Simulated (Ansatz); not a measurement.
## K2YInBr6 (double perovskite (elpasolite)) (Fm-3m): band gap by G0W0 on LDA

Aim: the quasiparticle gap of K2YInBr6 (double perovskite (elpasolite)) (Fm-3m), starting from LDA.

Main program and level: Ansatz 0.2.0; LDA, then G0W0 on it, plane waves, PAW.

The structure was built from a prototype and need not be the compound's stable phase.

**1. The structure**

It takes space group Fm-3m (No. 225, cubic). Conventional cell: a = 11.328 Å, b = 11.328 Å, c = 11.328 Å, α = 90.00°, β = 90.00°, γ = 90.00°. K has 12 Br at 4.01 Å nearest. In has 6 Br at 2.61 Å nearest. Y has 6 Br at 3.05 Å nearest. Br has 1 In at 2.61 Å and 1 Y at 3.05 Å and 4 K at 4.01 Å nearest. It derives from Br6In1K2Y1. Farther neighbours and most contacts between anions are not listed.

Coordinates:

```cif
data_structure
_symmetry_space_group_name_H-M 'P 1'
_symmetry_Int_Tables_number 1
_cell_length_a 8.0101
_cell_length_b 8.0101
_cell_length_c 8.0101
_cell_angle_alpha 60.000
_cell_angle_beta 60.000
_cell_angle_gamma 60.000
_cell_volume 363.42
loop_
_atom_site_label
_atom_site_type_symbol
_atom_site_fract_x
_atom_site_fract_y
_atom_site_fract_z
_atom_site_occupancy
K1 K 0.25000 0.25000 0.25000 1
K2 K 0.75000 0.75000 0.75000 1
In3 In 0.00000 0.00000 0.00000 1
Y4 Y 0.50000 0.50000 0.50000 1
Br5 Br 0.23032 0.76968 0.76968 1
Br6 Br 0.23032 0.76968 0.23032 1
Br7 Br 0.76968 0.23032 0.76968 1
Br8 Br 0.76968 0.23032 0.23032 1
Br9 Br 0.76968 0.76968 0.23032 1
Br10 Br 0.23032 0.23032 0.76968 1
```

The start is a generated structure, not a measured one. The structure type comes from a generator and need not be one that this composition takes. The default PAW set here is soft_2. Its files were made with PBE.

**2. Relaxation**

The structure is relaxed first.

This step: DFT, LDA, plane waves, PAW.

input.yaml

```yaml
crystal:
  lattice:
    - [0.0, 5.66402788, 5.66402788]
    - [5.66402788, 0.0, 5.66402788]
    - [5.66402788, 5.66402788, 0.0]
  atoms:
    - { symbol: K, position: [0.25, 0.25, 0.25] }
    - { symbol: K, position: [0.75, 0.75, 0.75] }
    - { symbol: In, position: [0.0, 0.0, 0.0] }
    - { symbol: "Y", position: [0.5, 0.5, 0.5] }
    - { symbol: Br, position: [0.2303195778, 0.7696804222, 0.7696804222] }
    - { symbol: Br, position: [0.2303195778, 0.7696804222, 0.2303195778] }
    - { symbol: Br, position: [0.7696804222, 0.2303195778, 0.7696804222] }
    - { symbol: Br, position: [0.7696804222, 0.2303195778, 0.2303195778] }
    - { symbol: Br, position: [0.7696804222, 0.7696804222, 0.2303195778] }
    - { symbol: Br, position: [0.2303195778, 0.2303195778, 0.7696804222] }
kpoints:
  mp_grid: { grid: [4, 4, 4] }
hamiltonian:
  xc: lda
scf:
  occupations: { method: fermi_dirac, width: 0.02 }
relax:
  f_tol: 0.01
  max_steps: 100
  cell: {}
```

The run is started by

```bash
$ ansatz run input.yaml --threads 4 --pin off --max-ram 17510MiB --backend cpu --events-out ev --progress --plain --runs-dir out
```

Numbers of over 12 decimals in the logs are rounded to 6 here.

What it wrote:

```text
Engine: ansatz 0.2.0, aarch64-unknown-linux-gnu
Pseudopotentials: kind: paw
Pseudopotential: K, paw, valence charge 9, recommended cutoff 420 eV (normal), K.paw.azcp
Pseudopotential: In, paw, valence charge 13, recommended cutoff 420 eV (normal), In.paw.azcp
Pseudopotential: Y, paw, valence charge 11, recommended cutoff 420 eV (normal), Y.paw.azcp
Pseudopotential: Br, paw, valence charge 7, recommended cutoff 420 eV (normal), Br.paw.azcp
Functional definition: SPW92
  exchange = slater_x
  correlation = pw_c
Crystal: 10 atoms, lattice volume = 363.418 Å³
Basis set: ecut = 420 eV, 7119 PW (Γ)
Bands: 52, of which v1, the nominal top of the filled ones, is band 42 counted from 1 (41 counted from 0)
Symmetry: 48 space group operations
Space group: Fm-3m (ITA 225), of the structure as read, at distance tolerance 7.1e-5 Å
k-points: 8 of 64
Non-local potential: K, projectors of the file, l = 0: 3, l = 1: 2, l = 2: 2
Non-local potential: In, projectors of the file, l = 0: 2, l = 1: 2, l = 2: 2, l = 3: 2
Non-local potential: Y, projectors of the file, l = 0: 3, l = 1: 2, l = 2: 2, l = 3: 1
Non-local potential: Br, projectors of the file, l = 0: 2, l = 1: 2, l = 2: 2
PAW form: soft (Blöchl's): semilocal exchange-correlation on the pseudo side does not see the compensation charge
PAW frozen core: K, regenerated for the run's functional, and the local potential with it (the file was generated under x = pbe(κ = 0.804, μ = 0.219515), c = pbe(β = 0.066725))
PAW frozen core: In, regenerated for the run's functional, and the local potential with it (the file was generated under x = pbe(κ = 0.804, μ = 0.219515), c = pbe(β = 0.066725))
PAW frozen core: Y, regenerated for the run's functional, and the local potential with it (the file was generated under x = pbe(κ = 0.804, μ = 0.219515), c = pbe(β = 0.066725))
PAW frozen core: Br, regenerated for the run's functional, and the local potential with it (the file was generated under x = pbe(κ = 0.804, μ = 0.219515), c = pbe(β = 0.066725))
PAW one-centre angular grid: K, 110 points (default); XC on 64 Gauss nodes
PAW one-centre angular grid: In, 590 points (default); XC on 64 Gauss nodes
PAW one-centre angular grid: Y, 590 points (default); XC on 64 Gauss nodes
PAW one-centre angular grid: Br, 110 points (default); XC on 64 Gauss nodes
Initial density: superposition of atomic densities (neutral atoms: chi_scale 0, normalization atom), corrected by the library's trained network
Initial wavefunctions: pseudopotential atomic-orbital guess
Functional: x = slater, c = lda
SCF iter   1: F=—  HF=-28369.888027 eV  |F-HF|=—  |Δ(HF+E_count)|=         —  Δρ=7.26e-3  dr2=2.81e-1  ethr=1.77e-3  ⟨swp⟩=11.1  Hψ=1955  notcnv=0
preconditioner: auto → Resta (q_TF=auto, 2.137 Å⁻¹)  ε∞=3.0  [insulator: Δε(μ)=0.272 eV  Ē_g=11.662 eV  σ=0.020 eV  W_gap=1.00  n_scr=58 (ndim 8)  ℏωp=16.5 eV  f_vac=0.072  D(μ)=0.01/eV (n_scr^D=0)  ε∞_Penn≈3.0]
SCF iter   2: F=—  HF=-28369.833929 eV  |F-HF|=—  |Δ(HF+E_count)|=   5.41e-2  Δρ=3.64e-3  dr2=3.75e-2  ethr=3.35e-4  ⟨swp⟩=3.6  Hψ=687  notcnv=0  defer=17
preconditioner: auto → LDOS  [metal: Δε(μ)=0.023 eV  Ē_g=11.498 eV  σ=0.020 eV  W_gap=0.28  n_scr=58 (ndim 8)  ℏωp=16.5 eV  f_vac=0.069  D(μ)=2.94/eV (n_scr^D=14)  β→1.0]
SCF iter   3: F=—  HF=-28369.827688 eV  |F-HF|=—  |Δ(HF+E_count)|=   6.24e-3  Δρ=1.01e-3  dr2=1.07e-2  ethr=4.46e-5  ⟨swp⟩=3.0  Hψ=685  notcnv=0  defer=17
SCF iter   4: F=—  HF=-28369.825948 eV  |F-HF|=—  |Δ(HF+E_count)|=   1.74e-3  Δρ=3.49e-4  dr2=6.71e-4  ethr=1.27e-5  ⟨swp⟩=2.9  Hψ=674  notcnv=0  defer=17
SCF iter   5: F=—  HF=-28369.825798 eV  |F-HF|=—  |Δ(HF+E_count)|=   1.50e-4  Δρ=7.41e-5  dr2=3.89e-5  ethr=7.99e-7  ⟨swp⟩=2.0  Hψ=680  notcnv=0  defer=17
SCF iter   6: F=—  HF=-28369.825693 eV  |F-HF|=—  |Δ(HF+E_count)|=   1.05e-4  Δρ=2.36e-5  dr2=7.23e-6  ethr=4.63e-8  ⟨swp⟩=2.0  Hψ=582  notcnv=0  defer=17
SCF iter   7: F=—  HF=-28369.825692 eV  |F-HF|=—  |Δ(HF+E_count)|=   1.12e-6  Δρ=8.11e-6  dr2=3.28e-7  ethr=8.60e-9  ⟨swp⟩=2.0  Hψ=563  notcnv=0  defer=17
SCF iter   8: F=—  HF=-28369.825692 eV  |F-HF|=—  |Δ(HF+E_count)|=   3.32e-8  Δρ=4.85e-6  dr2=2.46e-7  ethr=1.19e-10  ⟨swp⟩=4.9  Hψ=1455  notcnv=0
SCF iter   9: F=-28369.825692 eV  HF=-28369.825692 eV  |F-HF|=3.21e-9  |Δ(HF+E_count)|=   3.83e-8  Δρ=1.07e-6  dr2=4.16e-9  ethr=1.19e-10  ⟨swp⟩=3.2  Hψ=1387  notcnv=0
SCF 1 converged in 9 iterations: F = -28369.825692 eV  dr2 = 4.16e-9
  greatest PAW one-centre occupation: 0.992 electrons in one spin orbital (limit 2), on the Y atom at site 3 (counted from 0), in its partial waves of l = 0
relax step   1: F+E_penalty+E_count = -28369.82569186 eV  Δ(F+E_penalty+E_count) = +0.000e0 eV  max|allowed force component| = 2.760e0 eV/Å  Δτ_max = 0.0000 Å  P = +0.669 GPa  Ω = 363.418 Å³  (9 SCF iters, dr2 threshold 1.00e-7 eV, accepted)
[...]
relax step   2: F+E_penalty+E_count = -28372.31538489 eV  Δ(F+E_penalty+E_count) = -2.490e0 eV  max|allowed force component| = 1.376e0 eV/Å  Δτ_max = 0.1970 Å  P = -0.022 GPa  Ω = 358.743 Å³  energy of the carried Pulay correction = +5.919e-4 eV  (6 SCF iters, dr2 threshold 1.00e-6 eV, accepted)
[...]
relax step   3: F+E_penalty+E_count = -28372.70518331 eV  Δ(F+E_penalty+E_count) = -3.898e-1 eV  max|allowed force component| = 7.888e-1 eV/Å  Δτ_max = 0.1950 Å  P = +2.557 GPa  Ω = 347.660 Å³  energy of the carried Pulay correction = +2.026e-3 eV  (6 SCF iters, dr2 threshold 1.00e-6 eV, accepted)
[...]
relax step   4: F+E_penalty+E_count = -28372.92999934 eV  Δ(F+E_penalty+E_count) = -2.248e-1 eV  max|allowed force component| = 1.265e-1 eV/Å  Δτ_max = 0.0626 Å  P = +0.692 GPa  Ω = 359.033 Å³  energy of the carried Pulay correction = +5.549e-4 eV  (6 SCF iters, dr2 threshold 1.00e-6 eV, accepted)
[...]
relax step   5: F+E_penalty+E_count = -28372.95611143 eV  Δ(F+E_penalty+E_count) = -2.611e-2 eV  max|allowed force component| = 6.250e-2 eV/Å  Δτ_max = 0.0124 Å  P = +0.347 GPa  Ω = 365.217 Å³  energy of the carried Pulay correction = -2.258e-4 eV  (5 SCF iters, dr2 threshold 1.00e-6 eV, accepted)
[...]
relax step   6: F+E_penalty+E_count = -28372.96519018 eV  Δ(F+E_penalty+E_count) = -9.079e-3 eV  max|allowed force component| = 5.248e-3 eV/Å  Δτ_max = 0.0125 Å  P = +0.029 GPa  Ω = 371.607 Å³  energy of the carried Pulay correction = -1.019e-3 eV  (6 SCF iters, dr2 threshold 3.01e-7 eV, accepted)
[...]
relax step   7: F+E_penalty+E_count = -28372.96607195 eV  Δ(F+E_penalty+E_count) = -8.818e-4 eV  max|allowed force component| = 5.266e-3 eV/Å  Δτ_max = 0.0000 Å  P = +0.026 GPa  Ω = 371.607 Å³  stress off target by 2.58e-2 GPa  SCF on the basis re-selected at this cell (its energy is not comparable with the rows above)  (5 SCF iters)
basis re-selected at this cell: Δ(F+E_penalty+E_count) = -8.818e-4 eV, ΔP = -0.003 GPa vs the last step (what re-selecting the basis moved, of the pressure what is left beyond the Pulay correction that the steps carried, after the strain that the cell walked since its last selection, with what the two solves' SCF thresholds leave and, on support functions, any second-order correction that the steps lacked; it is no m [...]
SCF converged after 5 iterations
Free energy (F): -28372.966072 eV
Harris-Foulkes:  -28372.966072 eV  (|F-HF|=0.00e0)
Internal energy: -28372.966072 eV  (E = F + TS)
E sigma→0 (E₀):  -28372.966072 eV
Fermi energy:    4.302602 eV
--- Per-component energies (eV) ---
  E_band       = -660.852136
  E_kinetic    = 1858.250147
  E_local      = -5347.028869  (includes V_loc(G=0)·N_el)
  E_nonlocal   = 884.750037
  E_hartree    = 1842.851390
  E_xc         = -2221.595584
  E_vxc        = -1259.060882  (∫ρ·V_xc dr)
  E_paw        = -21183.071619  (= ΣΔE_a)
  E_vpaw       = -483.465437  (= ΣTr[D̂ρ^β])
  E_aug_tail   = 0.000017  (compensation charges beyond the density's cutoff)
  E_ewald      = -4209.489781
  E_core_change = 2.368190  (= ΣΔE_core)
  E_smearing   = -0.000000  (= −TS)
  E_closure    = 0.000000  (closes the sum)
  Σ components = -28372.966072   (vs F -28372.966072, Δ=0.00e0)
--- Forces (eV/Å), atoms counted from 1 ---
  atom   1  K     -0.00000000    -0.00000000    -0.00000000
  atom   2  K      0.00000000     0.00000000     0.00000000
  atom   3  In    -0.00000000     0.00000000    -0.00000000
  atom   4  Y     -0.00000000    -0.00000000     0.00000000
  atom   5  Br    -0.00526644     0.00000000    -0.00000000
  atom   6  Br    -0.00000000     0.00526644    -0.00000000
  atom   7  Br     0.00000000    -0.00526644    -0.00000000
  atom   8  Br     0.00526644    -0.00000000    -0.00000000
  atom   9  Br     0.00000000     0.00000000    -0.00526644
  atom  10  Br    -0.00000000    -0.00000000     0.00526644
  max |Σ_I F_I| component: 8.67e-18 eV/Å
--- Stress (GPa, compression-positive) ---
        0.025759      -0.000000      -0.000000
       -0.000000       0.025759      -0.000000
       -0.000000      -0.000000       0.025759
  P = ⅓ Tr σ = 0.0258 GPa (0.258 kbar)
--- Relaxed structure (6 steps of the walk, 6 accepted, 1 SCFs on fresh bases) ---
  F+E_penalty+E_count = -28372.96607195 eV   max|allowed force component| = 5.266e-3 eV/Å   (the final SCF, on the basis selected at the relaxed cell)
  cell:  # Å, volume = 371.6068 Å³
    - [0, 5.706256, 5.706256]
    - [5.706256, 0, 5.706256]
    - [5.706256, 5.706256, 0]
  atoms:
    - { symbol: K, position: [0.25, 0.25, 0.25] }
    - { symbol: K, position: [0.75, 0.75, 0.75] }
    - { symbol: In, position: [4.1346489498012125e-19, 3.8283786572233814e-19, -4.1346489498012226e-19] }
    - { symbol: Y, position: [0.5, 0.5, 0.5] }
    - { symbol: Br, position: [0.261595, 0.738405, 0.738405] }
    - { symbol: Br, position: [0.261595, 0.738405, 0.261595] }
    - { symbol: Br, position: [0.738405, 0.261595, 0.738405] }
    - { symbol: Br, position: [0.738405, 0.261595, 0.261595] }
    - { symbol: Br, position: [0.738405, 0.738405, 0.261595] }
    - { symbol: Br, position: [0.261595, 0.261595, 0.738405] }
```

It took 19 s on 4 threads of Arm Neoverse V1, shared host; peak memory 0.85 GiB; 70 s of CPU time.

Relaxation path:

```csv
step,energy less that of the first step (eV),largest force component (eV/Å),pressure (GPa),volume (Å³)
1,0.0000,2.7596,0.67,363.42
2,-2.4897,1.3762,-0.02,358.74
3,-2.8795,0.7888,2.56,347.66
4,-3.1043,0.1265,0.69,359.03
5,-3.1304,0.0625,0.35,365.22
6,-3.1395,0.0052,0.03,371.61
7*,-3.1404,0.0053,0.03,371.61
```

Relaxation steps marked * repeat the geometry before them on a plane-wave basis chosen anew for their cell, so energy and pressure can jump there.

Forces are held to the 48 operations that the run works with; a distortion that breaks them can't arise in this run.

| conventional cell, symmetrised | before | after | change |
| --- | --- | --- | --- |
| a (Å) | 11.328 | 11.413 | +0.7 % |
| b (Å) | 11.328 | 11.413 | +0.7 % |
| c (Å) | 11.328 | 11.413 | +0.7 % |
| volume (Å³/atom) | 36.34 | 37.16 | +2.3 % |

The atoms that moved most (Å, as changes of fractional coordinates times the final cell):

| atom | dx | dy | dz | length |
| --- | --- | --- | --- | --- |
| Br7 | 0.000 | -0.357 | 0.000 | 0.357 |
| Br5 | -0.357 | 0.000 | 0.000 | 0.357 |
| Br9 | 0.000 | 0.000 | -0.357 | 0.357 |
| Br10 | 0.000 | 0.000 | 0.357 | 0.357 |
| Br8 | 0.357 | 0.000 | 0.000 | 0.357 |
| Br6 | 0.000 | 0.357 | 0.000 | 0.357 |

(Part 1 of 3 ends here.)

[Paths, hosts, dates, memory and timing lines, banners, echoed tables and standing remarks are left out of the program output.]

[Logs are printed without paths, hosts, clocks, repeated set-up lines and the standing remarks that a program may print on its own settings, such as how far it seeks lower states.]

[Runs of the session that timed out or met a known fault of the program may be left out.]

[Cells called generated may have been cut or substituted from an entry of the Crystallography Open Database or the Materials Project.]

[Hosts, paths, dates, database ids (printed as entryN), source tags and the programs' standing remarks are cut or masked in the printed files.]

[Where an RPA ε∞ is given, it is that of the G0W0 mesh and is not shown converged in it. Names of k-points follow the symmetry that the program found, which can be lower than the space group named. Band edges on a path are those of the sampled points; other points can move an edge, and change direct to indirect where valleys lie close.]

[Hybrid gaps are those of their k-mesh and are not shown converged in it.]
